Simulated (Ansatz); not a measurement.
Consider GdOF (P4/nmm).

It takes space group P4/nmm (No. 129, tetragonal). The conventional cell has a = 3.895 Å, b = 3.895 Å, c = 5.550 Å, α = 90.00°, β = 90.00°, γ = 90.00°. Nearest to Gd lie 4 O at 2.28 Å and 4 F at 2.51 Å. O has 4 Gd at 2.28 Å nearest. F has 4 Gd at 2.51 Å nearest. Farther neighbours and most contacts between anions are not listed.

```xyz
6
Lattice="0.0000 -2.7541 -2.7541 -0.2622 -2.7478 2.7478 -5.5377 0.2642 -0.2642" Properties=species:S:1:pos:R:3 pbc="T T T"
Gd   -4.0818   -1.1854    1.1854
Gd   -1.5871   -1.3013   -1.4528
O    -2.7689    0.1321   -0.1321
O    -2.9000   -2.6189   -0.1352
F     0.0000    0.0000    0.0000
F    -0.1311   -2.7510   -0.0031
```

The cell and positions are those that the Materials Project relaxed with its own functionals (PBE, PBE+U or r2SCAN), kept fixed. The program's search for lower electronic states was switched off, so nothing shows that the state found is the lowest. Spin-orbit coupling is left out unless a run names it. PAW set soft_2, made with PBE.

A constrained-RPA run (Ansatz 0.2.0; non-magnetic LDA; Gd f, bands v7 to c7, 4×4×4 mesh, medium accuracy) builds 14 functions on bands 0.48 eV wide, with 14.0 electrons in the window. The bare on-site interaction is 29.4 eV and the bare J 0.79 eV.

**Question.** Estimate U, U′ and J.

On the Gd f shell, U = 7.42 eV (25 % of the bare value), U′ = 6.05 eV, J = 0.64 eV.

The parent state is non-magnetic and the interaction static (zero frequency); U depends on the window and the orbitals, so it belongs to this model alone.

[Paths, hosts, dates, memory and timing lines, banners, echoed tables and standing remarks are left out of the program output.]

[Logs are printed without paths, hosts, clocks, repeated set-up lines and the standing remarks that a program may print on its own settings, such as how far it seeks lower states.]

[Runs of the session that timed out or met a known fault of the program may be left out.]

[Hosts, paths, dates, database ids (printed as entryN), source tags and the programs' standing remarks are cut or masked in the printed files.]
